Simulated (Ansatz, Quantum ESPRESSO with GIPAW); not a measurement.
# 13C and 1H NMR of C5H8O3, calculated, part 2 of 2

The task is to compute the NMR parameters of C5H8O3 site by site.

Quantum ESPRESSO with GIPAW; PBEsol.

So far. Step 3 (Magnetic response): In this run the largest span is that of O(2) (site symmetry 2), with principal values -96.4, -52.8 and 274.3 ppm. On O(2) the middle shielded direction lies along its short bond to C.

## 4. Quadrupolar couplings

Level of this step: DFT, PBEsol, plane-wave PAW, default files, scalar-relativistic, field gradients (Ansatz).

2H and 17O have a quadrupole moment, which couples to the field gradient and broadens the lines. The gradient is a property of the ground-state density and needs no response; it is taken from a second code that counts the whole PAW charge. C_Q = eQV_zz/h, with Q = 0.00285783 barn for 2H, -0.02558 barn for 17O.

This step: DFT, PBEsol, plane-wave PAW, default files (PAW set soft_2), scalar-relativistic, field gradients (Ansatz 0.2.0), on the same atoms.

Input file input.yaml:

```yaml
crystal:
  lattice:
    - [5.6606, -3.42525, 0.0]
    - [5.6606, 3.42525, 0.0]
    - [-1.3531409101, 0.0, 7.1901821004]
  atoms:
    - { symbol: O, position: [0.472146847, 0.360260126, 0.6430733105] }
    - { symbol: O, position: [0.639739874, 0.527853153, 0.8569266895] }
    - { symbol: O, position: [0.527853153, 0.639739874, 0.3569266895] }
    - { symbol: O, position: [0.360260126, 0.472146847, 0.1430733105] }
    - { symbol: O, position: [0.2687299418, 0.7312700582, 0.75] }
    - { symbol: O, position: [0.7312700582, 0.2687299418, 0.25] }
    - { symbol: C, position: [0.7008214762, 0.1762875022, 0.6838769819] }
    - { symbol: C, position: [0.8237124978, 0.2991785238, 0.8161230181] }
    - { symbol: C, position: [0.2991785238, 0.8237124978, 0.3161230181] }
    - { symbol: C, position: [0.1762875022, 0.7008214762, 0.1838769819] }
    - { symbol: C, position: [0.684943457, 0.9896097327, 0.7648192098] }
    - { symbol: C, position: [0.0103902673, 0.315056543, 0.7351807902] }
    - { symbol: C, position: [0.315056543, 0.0103902673, 0.2351807902] }
    - { symbol: C, position: [0.9896097327, 0.684943457, 0.2648192098] }
    - { symbol: C, position: [0.4461710455, 0.5538289545, 0.75] }
    - { symbol: C, position: [0.5538289545, 0.4461710455, 0.25] }
    - { symbol: H, position: [0.7769275667, 0.1149587159, 0.5501017118] }
    - { symbol: H, position: [0.8850412841, 0.2230724333, 0.9498982882] }
    - { symbol: H, position: [0.2230724333, 0.8850412841, 0.4498982882] }
    - { symbol: H, position: [0.1149587159, 0.7769275667, 0.0501017118] }
    - { symbol: H, position: [0.6116446745, 0.0524830795, 0.89956333] }
    - { symbol: H, position: [0.9475169205, 0.3883553255, 0.60043667] }
    - { symbol: H, position: [0.3883553255, 0.9475169205, 0.10043667] }
    - { symbol: H, position: [0.0524830795, 0.6116446745, 0.39956333] }
    - { symbol: H, position: [0.8586945729, 0.847793609, 0.7858425722] }
    - { symbol: H, position: [0.152206391, 0.1413054271, 0.7141574278] }
    - { symbol: H, position: [0.1413054271, 0.152206391, 0.2141574278] }
    - { symbol: H, position: [0.847793609, 0.8586945729, 0.2858425722] }
    - { symbol: H, position: [0.5798986828, 0.921395523, 0.669578417] }
    - { symbol: H, position: [0.078604477, 0.4201013172, 0.830421583] }
    - { symbol: H, position: [0.4201013172, 0.078604477, 0.330421583] }
    - { symbol: H, position: [0.921395523, 0.5798986828, 0.169578417] }
kpoints:
  mp_grid: { grid: [3, 3, 3] }
scf:
  occupations: { method: fixed }
hamiltonian:
  xc: pbesol
  pseudopotentials: { kind: paw, frozen_core: stored }
output:
  forces: false
  stress: false
  efg: { quadrupole_moments_barn: { O: -0.02558, H: 0.00285783 } }
  write_density: true
  write_potential: true
  elf: true
  volumetric_format: npy
```

The run is started by

```bash
$ ansatz run input.yaml --threads 4 --pin off --max-ram 24576MiB --backend cpu --events-out ev --progress --plain --runs-dir out
```

What it wrote:

```text
[... set-up, SCF cycles and energies left out ...]
--- PAW observables at the nuclei: V_zz in 10²¹ V/m², potentials from the cell's mean, atoms counted from 1 ---
  atom   1  O  V_zz =   +15.268892   η = 0.6309   by run symmetry: allowed   C_q = -9.4441 MHz
  atom   2  O  V_zz =   +15.268892   η = 0.6309   by run symmetry: allowed   C_q = -9.4441 MHz
  atom   3  O  V_zz =   +15.268892   η = 0.6309   by run symmetry: allowed   C_q = -9.4441 MHz
  atom   4  O  V_zz =   +15.268892   η = 0.6309   by run symmetry: allowed   C_q = -9.4441 MHz
  atom   5  O  V_zz =   -12.797061   η = 0.4505   by run symmetry: allowed   C_q = +7.9153 MHz
  atom   6  O  V_zz =   -12.797061   η = 0.4505   by run symmetry: allowed   C_q = +7.9153 MHz
  atom   7  C  V_zz =    +4.884912   η = 0.2150   by run symmetry: allowed
  atom   8  C  V_zz =    +4.884912   η = 0.2150   by run symmetry: allowed
  atom   9  C  V_zz =    +4.884912   η = 0.2150   by run symmetry: allowed
  atom  10  C  V_zz =    +4.884912   η = 0.2150   by run symmetry: allowed
  atom  11  C  V_zz =    +0.806314   η = 0.1118   by run symmetry: allowed
  atom  12  C  V_zz =    +0.806314   η = 0.1118   by run symmetry: allowed
  atom  13  C  V_zz =    +0.806314   η = 0.1118   by run symmetry: allowed
  atom  14  C  V_zz =    +0.806314   η = 0.1118   by run symmetry: allowed
  atom  15  C  V_zz =    -2.191766   η = 0.3882   by run symmetry: allowed
  atom  16  C  V_zz =    -2.191766   η = 0.3882   by run symmetry: allowed
  atom  17  H  V_zz =    +2.522285   η = 0.0457   by run symmetry: allowed   C_q = +0.1743 MHz
  atom  18  H  V_zz =    +2.522285   η = 0.0457   by run symmetry: allowed   C_q = +0.1743 MHz
  atom  19  H  V_zz =    +2.522285   η = 0.0457   by run symmetry: allowed   C_q = +0.1743 MHz
  atom  20  H  V_zz =    +2.522285   η = 0.0457   by run symmetry: allowed   C_q = +0.1743 MHz
  atom  21  H  V_zz =    +2.668264   η = 0.0365   by run symmetry: allowed   C_q = +0.1844 MHz
  atom  22  H  V_zz =    +2.668264   η = 0.0365   by run symmetry: allowed   C_q = +0.1844 MHz
  atom  23  H  V_zz =    +2.668264   η = 0.0365   by run symmetry: allowed   C_q = +0.1844 MHz
  atom  24  H  V_zz =    +2.668264   η = 0.0365   by run symmetry: allowed   C_q = +0.1844 MHz
  atom  25  H  V_zz =    +2.663086   η = 0.0155   by run symmetry: allowed   C_q = +0.1840 MHz
  atom  26  H  V_zz =    +2.663086   η = 0.0155   by run symmetry: allowed   C_q = +0.1840 MHz
  atom  27  H  V_zz =    +2.663086   η = 0.0155   by run symmetry: allowed   C_q = +0.1840 MHz
  atom  28  H  V_zz =    +2.663086   η = 0.0155   by run symmetry: allowed   C_q = +0.1840 MHz
  atom  29  H  V_zz =    +2.731743   η = 0.0312   by run symmetry: allowed   C_q = +0.1888 MHz
  atom  30  H  V_zz =    +2.731743   η = 0.0312   by run symmetry: allowed   C_q = +0.1888 MHz
  atom  31  H  V_zz =    +2.731743   η = 0.0312   by run symmetry: allowed   C_q = +0.1888 MHz
  atom  32  H  V_zz =    +2.731743   η = 0.0312   by run symmetry: allowed   C_q = +0.1888 MHz
--- Band table (eV; the first three rows and the last of 10) ---
  k-point 0: bands = ["-22.8033", "-22.7103", "-19.8559", "-19.8141", "-19.5969", "-19.5461", "-13.8814", "-13.7587", "-12.0987", "-12.0592", "-9.8906", "-9.8562", "-9.4407", "-9.3898", "-8.7011", "-8.6312", "-7.0700", "-6.4399", "-6.1528", "-5.9295", "-5.6429", "-5.3688", "-5.1343", "-4.9341", "-4.1299", "-4.0026", "-3.9630", "-3.8849", "-3.6605", "-3.6539", "-3.5092", "-3.4106", "-3.2830", "-2.7944", "-2.5941", "-2 [...]
  k-point 1: bands = ["-22.7806", "-22.7341", "-19.8456", "-19.8248", "-19.5834", "-19.5580", "-13.8519", "-13.7906", "-12.0885", "-12.0688", "-9.8837", "-9.8662", "-9.4193", "-9.3939", "-8.6889", "-8.6544", "-6.9314", "-6.6169", "-6.1284", "-6.0288", "-5.5629", "-5.4217", "-5.0251", "-4.9298", "-4.1570", "-4.0470", "-3.9914", "-3.9803", "-3.6374", "-3.5964", "-3.4231", "-3.4017", "-3.1621", "-2.9206", "-2.5825", "-2 [...]
  k-point 2: bands = ["-22.8015", "-22.7095", "-19.8555", "-19.8162", "-19.6031", "-19.5504", "-13.8168", "-13.7496", "-12.1528", "-12.0541", "-9.8941", "-9.8689", "-9.5234", "-9.3693", "-8.6937", "-8.6210", "-7.0478", "-6.4150", "-6.3157", "-6.0886", "-5.5198", "-5.3950", "-4.7516", "-4.5832", "-4.3426", "-4.1616", "-4.0920", "-3.8254", "-3.7362", "-3.6982", "-3.3667", "-3.2805", "-3.1177", "-2.8570", "-2.8223", "-2 [...]
  k-point 9: bands = ["-22.7783", "-22.7327", "-19.8464", "-19.8280", "-19.5895", "-19.5629", "-13.7873", "-13.7712", "-12.1564", "-12.0893", "-9.8442", "-9.8247", "-9.5235", "-9.4488", "-8.6580", "-8.5800", "-6.8561", "-6.5375", "-6.3129", "-6.2094", "-5.4479", "-5.3803", "-4.6996", "-4.6256", "-4.4806", "-4.3591", "-4.0414", "-3.9773", "-3.8034", "-3.7587", "-3.1575", "-3.0821", "-2.9924", "-2.9468", "-2.7780", "-2 [...]

[the lines on potentials at the nuclei are left out]
```

Run time: 4.6 s. Hardware: 4 threads of Arm Neoverse V1, shared host; peak memory 0.8 GiB.

Among nuclei of half-integer spin the second-order effect is largest for 17O on O(1) (spin 5/2, C_Q -9.44 MHz): at 9.4 T it moves the centre of gravity of the MAS line by -206 ppm from δ_iso, and by a quarter of that at twice the field, by δ_Q = −(3/40)(C_Q/ν0)²(1 + η²/3)[I(I+1) − 3/4]/[I²(2I−1)²] × 10⁶ ppm with ν0 = 54.3 MHz.

## 5. From shieldings to shifts

A shielding is counted from the bare nucleus and a shift from a reference compound, with the opposite sign. A fitted line does better than one reference, as its slope takes up part of the functional's error. For ¹H and ⁷Li, with little paramagnetic shielding, slope and scatter come mostly from geometry, vibration and the shape term.

Reference lines, from the same functional and files: 13C: δ = (162.2 − σ), zero at TMS, fitted to 6 measured values, from C, KHCO3, Li2CO3, MgCO3, Na2CO3 and SiC, with a scatter of 0.77 ppm r.m.s., on σ without the shape term; 1H: δ = (29.71 − σ) / 1.204, zero at TMS, fitted to 11 measured values, from Ca(BH4)2, Ca(OH)2, CsH2PO4, LiBH4, LiH, MgH2, NaH, NaOH and NH4H2PO4, with a scatter of 0.61 ppm r.m.s., with σ taken with the shape term of a sphere (6.6 ppm here). Kinds of site that fitted badly were split off after the misses were seen, so the scatter is that of the points kept.

Covalently bonded atoms count as neighbours within 1.18 times the sum of their radii. Otherwise a cation's neighbours lie within 1.2 times its shortest bond (1.3 for large cations, each anion's radius taken off where they differ), and an anion's are the cations that count it.

```csv
site,atom no.,atoms in cell,surroundings,bonds (Å),δ_iso (ppm),C_Q (MHz),η_Q
O(1),1,4,bound to C2,1.34 to 1.46,-,-9.44,0.63
O(2),5,2,bound to C,1.216,-,7.92,0.45
C(1),7,4,COC2H,1.10 to 1.54,80.7,-,-
C(2),11,4,CCH3,1.10 to 1.50,15.0,-,-
C(3),15,2,CO3,1.22 to 1.34,156.8,-,-
H(1),17,4,bound to C,1.103,3.65,0.174,0.05
H(2),21,4,bound to C,1.102,0.71,0.184,0.04
H(3),25,4,bound to C,1.102,1.17,0.184,0.02
H(4),29,4,bound to C,1.100,0.72,0.189,0.03
```

By surroundings the O shieldings are 1-coordinate: 41.7; 2-coordinate: 105.1 ppm. By surroundings the C shifts are 4-coordinate: 15.0 to 80.7; 3-coordinate: 156.8 ppm. The 4 H sites spread over 3.54 ppm in shielding, from H(1) (least shielded) to H(2).

Simulated spectrum: 13C static powder, 14.1 T (151.0 MHz), lines broadened by 4.6 ppm; rigid lattice, with dipolar and J couplings left out.

δ (ppm), intensity and a bar:
```
    255.9       0.00 
    247.0       0.00 
    238.1       0.00 
    229.3       0.02 
    221.1       0.05 #
    212.2       0.05 ##
    203.4       0.06 ##
    195.2       0.06 ##
    186.3       0.06 ##
    177.5       0.07 ##
    169.3       0.08 ##
    160.4       0.09 ###
    151.5       0.14 ####
    150.2       0.14 ####
    142.7       0.10 ###
    134.5       0.08 ###
    125.6       0.08 ##
    116.8       0.08 ##
    108.6       0.33 ##########
     99.7       0.47 ##############
     95.6       0.58 #################
     90.9       0.41 ############
     82.7       0.28 ########
     73.8       0.23 #######
     64.9       0.20 ######
     56.1       0.18 #####
     47.9       0.16 #####
     39.0       0.15 ####
     30.2       0.13 ####
     22.0       0.85 #########################
     19.3       1.00 ##############################
     13.1       0.66 ####################
      4.3       0.45 ##############
     -3.9       0.09 ###
    -12.8       0.01 
    -21.7       0.00 
    -29.8       0.00
```

Most prominent maxima (ppm: height): 95.6: 0.58, 19.3: 1.00.

Simulated spectrum: 1H MAS at 60 kHz, 23.5 T (1000.6 MHz), lines broadened by 0.5 ppm; rigid lattice, with dipolar and J couplings left out. Lines over 1.5 % of the strongest (ppm: area): 3.65: 0.50, 1.17: 0.50, 0.71: 1.00.

At this broadening the 4 sites give 2 resolved isotropic lines.

## 6. Results

* 13C shift: 156.8, 80.7, 15.0 ppm
* 1H shift: 3.65, 1.17, 0.72, 0.71 ppm
* 2H size of C_Q: 0.174, 0.184, 0.189, 0.184 MHz
* 17O shielding without shape term: 41.7, 105.1 ppm
* 17O size of C_Q: 7.92, 9.44 MHz

**Reading.** 13C has 3 sites, in the ratio 1:2:2: C(3) (CO3) at a shift of 156.8, C(1) (COC2H) at a shift of 80.7 and C(2) (CCH3) at a shift of 15.0 ppm. 1H has 4 sites, in the ratio 1:1:1:1: H(1) (bound to C) at a shift of 3.65, H(3) (bound to C) at a shift of 1.17, H(4) (bound to C) at a shift of 0.72 and H(2) (bound to C) at a shift of 0.71 ppm. The closest two lie 0.0091 ppm apart, less than the scatter of the reference line; errors within one crystal cancel in part, but their order is not certain. No sound run at another cutoff or mesh is at hand, so convergence rests on the f-sum rule and on experience with these files. Hydrogen's values are less sure: spans of ¹H carry errors of some ppm on PAW files, the bulk susceptibility matters on its narrow scale, and it is treated as a fixed classical nucleus at 0 K. In PBE checks against another PAW code, field gradients made this way came out (cores as stored) 4 to 9 % larger on O (three silicas and corundum) and 6 % smaller on Al (corundum alone). Groups such as CCH3 often reorient fast at room temperature, which averages anisotropies and couplings that this rigid-lattice calculation keeps whole. This build of gipaw.x prints that it is not audited and that its numbers are no references by themselves. It also reports spline_ps as false although the input sets it; why was not traced. The field gradients use PAW files made for PBE.

[Banner, clock, file and message-heading lines were taken out of the pw.x and gipaw.x logs.]

[Logs are printed without paths, hosts, clocks, repeated set-up lines and the standing remarks that a program may print on its own settings, such as how far it seeks lower states.]

[Hosts, paths, dates, database ids (printed as entryN), source tags and the programs' standing remarks are cut or masked in the printed files.]

[Where no reference line passes its bar on scatter, no shift is given, so a measured shift of this compound may stand uncompared.]
